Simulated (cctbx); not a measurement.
## Symmetry from intensities

Cell: a = 13.4450 Å, b = 13.4450 Å, c = 13.4450 Å, α = 90.00°, β = 90.00°, γ = 90.00°. Expected content of the cell: W24 Ce28 Al64.

The data are simulated with cctbx, not measured: synchrotron X-rays, λ = 0.4959 Å, to d = 0.84 Å, 50 % of the full sphere, strongest reflection 20000 counts, noise from counting, a 6 % proportional error and a noise floor of 4 counts (s.d.); no absorption.

A first pass over the reflections prints:

```text
8551 reflections to d = 0.840 A
centring   violations  <I/sigma> of those
    A          0 of  4283      0.0
    B          0 of  4358      0.0
    C          0 of  4243      0.0
    I        919 of  4267      2.5
    R       1149 of  5659      2.5
    F          0 of  6442      0.0
Laue class    unique    Rint  (classes that these axes allow; Friedel mates merged)
F m m m           602   0.042
F m -3            210   0.049
F m -3 m          143   0.049
space group    extra absences  I>4sigma  <I/sigma>
F 4 3 2                 0          0         -  acentric
F -4 3 m                0          0         -  acentric
F m -3 m                0          0         -  centric
Wilson B = 0.82 A^2   <|E^2-1|> = 0.717 (0.968 centric, 0.736 acentric)   E^2>4: 0.0 %
shell (A)         n   <I/sigma>
 7.76 - 1.68     25     34.3
 1.68 - 1.33     20     38.2
 1.33 - 1.16     18     39.9
 1.16 - 1.06     15     41.9
 1.06 - 0.98     19     43.0
 0.98 - 0.92     15     27.5
 0.92 - 0.88     15     42.1
 0.88 - 0.84     16     37.9
```

Q: Read the symmetry from these tables.

The reflections that A, B, C and F centring forbids are absent (⟨I/σ⟩ near 0), so the lattice is F. F holds A, B and C together.

Rint stays low (0.042 to 0.049) up to F m -3 m, the highest class in these axes.

3 settings pass the absence test. No glide or screw absences show, which leaves F 4 3 2, F -4 3 m and F m -3 m.

⟨|E²−1|⟩ = 0.717 leans to a non-centrosymmetric structure. Here that hint misleads: the statistic assumes many like atoms on general positions, and few, heavy or special-position atoms break it. The Wilson B of 0.82 Å² means U ≈ 0.0104 Å².

The true group is Fm-3m (no. 225), Laue class m-3m, centrosymmetric. The tables only narrow the choice to the tied entries; cell content, site symmetry and trial solutions must settle it.

The model was made for the exercise: a known structure type with other elements put in, its volume estimated, not relaxed; displacement parameters are assumed.

[Logs are printed without paths, hosts, clocks, repeated set-up lines and the standing remarks that a program may print on its own settings, such as how far it seeks lower states.]
